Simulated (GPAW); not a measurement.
**Si2MoN4 (MoSi2N4-type monolayer): G0W0 on several meshes in GPAW**

Aim: the GW shift of Si2MoN4 (MoSi2N4-type monolayer) against the k mesh.

Program: GPAW 26.7.0. Level of theory: LDA and many-body steps on it, plane waves. Results are calculated unless marked as measured.

Most raw output is cut from this account.

**1. Starting point**

The cell holds 7 atoms: 1 Mo, 4 N and 2 Si. Its edges and angles: a = 2.866 Å, b = 2.866 Å, c = 17.900 Å, α = 90.0°, β = 90.0°, γ = 120.0°. Vacuum lies along c.

As a file:

```cif
data_structure
_symmetry_space_group_name_H-M 'P 1'
_symmetry_Int_Tables_number 1
_cell_length_a 2.8663
_cell_length_b 2.8663
_cell_length_c 17.9000
_cell_angle_alpha 90.000
_cell_angle_beta 90.000
_cell_angle_gamma 120.000
_cell_volume 127.36
loop_
_atom_site_label
_atom_site_type_symbol
_atom_site_fract_x
_atom_site_fract_y
_atom_site_fract_z
_atom_site_occupancy
Mo1 Mo 0.00000 0.00000 0.50000 1
N2 N 0.33333 0.66667 0.56844 1
N3 N 0.33333 0.66667 0.43156 1
Si4 Si 0.33333 0.66667 0.66539 1
Si5 Si 0.33333 0.66667 0.33461 1
N6 N 0.66667 0.33333 0.69371 1
N7 N 0.66667 0.33333 0.30629 1
```

The structure was relaxed with LDA. The runs that relaxed it are not among those shown.

**2. Empty states on the mesh, 12×12×1 mesh, 216 bands**

This step: GPAW 26.7.0; DFT, LDA, plane waves, PAW.

The sums over transitions need many empty states on a uniform mesh; this step solves for them.

run.py

```python
import json
import numpy as np
from gpaw.mpi import world
from gpaw import GPAW

calc = GPAW('gs.gpw').fixed_density(kpts={'size': (12, 12, 1), 'gamma': True},
    nbands=252,
    convergence={'bands': 216},
    txt='nscf.txt')
calc.write('full.gpw', mode='all')
res = {}
kpts = calc.get_ibz_k_points()
res['kpts'] = kpts
res['eigenvalues'] = [calc.get_eigenvalues(kpt=k) for k in range(len(kpts))]
res['n_electrons'] = calc.get_number_of_electrons()

if world.rank == 0:
    with open('result.json', 'w') as f:
        json.dump(res, f, default=lambda x: x.tolist())
```

Run with:

```
mpirun -n 16 gpaw python run.py
```

It took 80 s on 16 MPI ranks of Arm Neoverse V2, shared host; peak memory 3.2 GiB; 19 min of CPU time.

Numbers from this step:

* gap: 1.756 eV
* k of the valence top: 0, 0, 0
* k of the conduction bottom: 0.3333, 0.3333, 0
* least direct gap: 2.161 eV
* k points computed: 19
* lowest point of the top converged band, above the valence top: 69.9049 eV

On this mesh the gap is 1.756 eV.

**3. 12×12×1**

Now the one-shot GW correction: screening in the RPA, then the self-energy of the levels asked for.

This step: G0W0 on LDA, plane waves, PAW.

run.py

```python
import json
import numpy as np
from gpaw.mpi import world
from gpaw.response.g0w0 import G0W0

gw = G0W0('full.gpw',
    filename='gw',
    kpts=[0, 9],
    bands=(19, 23),
    ecut=48,
    nbands=96,
    truncation='2D',
    integrate_gamma='sphere',
    q0_correction=True,
    frequencies={'type': 'nonlinear', 'domega0': 0.15, 'omega2': 15.0},
    eta=0.1,
    nblocksmax=True)
gw.calculate()
res = {mode: {k: v for k, v in r.items() if k != 'sigma_eskwn'}
       for mode, r in gw.all_results.items()}

if world.rank == 0:
    with open('result.json', 'w') as f:
        json.dump(res, f, default=lambda x: x.tolist())
```

Run with:

```
mpirun -n 16 gpaw python run.py
```

The job ended after 3.4 min (16 MPI ranks; peak memory 7.7 GiB; 50 min of CPU time).

Numbers from this step:

* G0W0 gap on the points computed: 2.914 eV
* least direct G0W0 gap on the computed points: 3.216 eV
* Z at the valence top: 0.7737
* Z at the conduction bottom: 0.7735
* starting gap on the mesh: 1.756 eV
* k of the valence top: 0, 0, 0
* k of the conduction bottom: 0.3333, 0.3333, 0

The gap on the mesh goes from 1.76 eV to 2.91 eV, a correction of +1.16 eV.

**4. Empty states on the mesh, 6×6×1 mesh, 106 bands**

This step: DFT, LDA, plane waves, PAW.

run.py

```python
import json
import numpy as np
from gpaw.mpi import world
from gpaw import GPAW

calc = GPAW('gs.gpw').fixed_density(kpts={'size': (6, 6, 1), 'gamma': True},
    nbands=123,
    convergence={'bands': 106},
    txt='nscf.txt')
calc.write('full.gpw', mode='all')
res = {}
kpts = calc.get_ibz_k_points()
res['kpts'] = kpts
res['eigenvalues'] = [calc.get_eigenvalues(kpt=k) for k in range(len(kpts))]
res['n_electrons'] = calc.get_number_of_electrons()

if world.rank == 0:
    with open('result.json', 'w') as f:
        json.dump(res, f, default=lambda x: x.tolist())
```

Run with:

```
mpirun -n 16 gpaw python run.py
```

Elapsed: 16 s, on 16 MPI ranks; peak memory 2.8 GiB; 3.3 min of CPU time.

This step gave:

```yaml
gap: 1.756 eV
k_of_the_valence_top: 0, 0, 0
k_of_the_conduction_bottom: 0.3333, 0.3333, 0
least_direct_gap: 2.161 eV
k_points_computed: 7
lowest_point_of_the_top_converged_band_above_the_valence_top: 37.78 eV
```

On this mesh the gap is 1.756 eV.

**5. 6×6×1**

This step: G0W0 on LDA, plane waves, PAW.

run.py

```python
import json
import numpy as np
from gpaw.mpi import world
from gpaw.response.g0w0 import G0W0

gw = G0W0('full.gpw',
    filename='gw',
    kpts=[0, 4],
    bands=(19, 23),
    ecut=48,
    nbands=96,
    truncation='2D',
    integrate_gamma='sphere',
    q0_correction=True,
    frequencies={'type': 'nonlinear', 'domega0': 0.15, 'omega2': 15.0},
    eta=0.1,
    nblocksmax=True)
gw.calculate()
res = {mode: {k: v for k, v in r.items() if k != 'sigma_eskwn'}
       for mode, r in gw.all_results.items()}

if world.rank == 0:
    with open('result.json', 'w') as f:
        json.dump(res, f, default=lambda x: x.tolist())
```

Run with:

```
mpirun -n 16 gpaw python run.py
```

Wall time 32 s (16 MPI ranks); peak memory 5.4 GiB; 6.8 min of CPU time.

This step gave:

| Item | Value |
| --- | --- |
| G0W0 gap on the points computed | 2.787 eV |
| least direct G0W0 gap on the computed points | 3.102 eV |
| Z at the valence top | 0.7711 |
| Z at the conduction bottom | 0.7679 |
| starting gap on the mesh | 1.756 eV |
| k of the valence top | 0, 0, 0 |
| k of the conduction bottom | 0.3333, 0.3333, 0 |

Against G0W0 in GPAW (12×12×1 mesh, 96 bands, screening to 48 eV, full frequency, Hilbert transform), the gap moves by −0.127 eV.

**6. Side by side**

Times are wall times on 16 MPI ranks of Arm Neoverse V2, shared host, good to a factor of about two.

| run | mesh | bands | screening cutoff (eV) | DFT gap (eV) | gap on the mesh (eV) | direct (eV) | time |
| --- | --- | --- | --- | --- | --- | --- | --- |
| 12×12×1 | 12×12×1 | 96 | 48 | 1.756 | 2.914 | 3.216 | 3.4 min |
| 6×6×1 | 6×6×1 | 96 | 48 | 1.756 | 2.787 | 3.102 | 32 s |

**7. Outcome**

```yaml
12x12x1: 2.914 eV
6x6x1: 2.787 eV
known_limits: not at the basis limit; no spin-orbit coupling
```

**Reading.** 6×6×1: −0.127 eV against 12×12×1. Bands and cutoff are finite, so the gap is not at the basis limit. The miss can reach some tenths of an eV and take either sign; the mesh is an error of its own. These stock PAW sets were not made for GW. In the G0W0 runs levels were corrected at 2 k points alone, so a gap called «on the mesh» is the least over those, and an edge elsewhere would be missed. The many-body steps are scalar-relativistic: spin-orbit coupling is not in them.

[Paths, hosts, dates, memory and timing lines, banners, echoed tables and standing remarks are left out of the program output.]

[Logs are printed without paths, hosts, clocks, repeated set-up lines and the standing remarks that a program may print on its own settings, such as how far it seeks lower states.]

[Runs of the session that timed out or met a known fault of the program may be left out.]

[Hosts, paths, dates, database ids (printed as entryN), source tags and the programs' standing remarks are cut or masked in the printed files.]
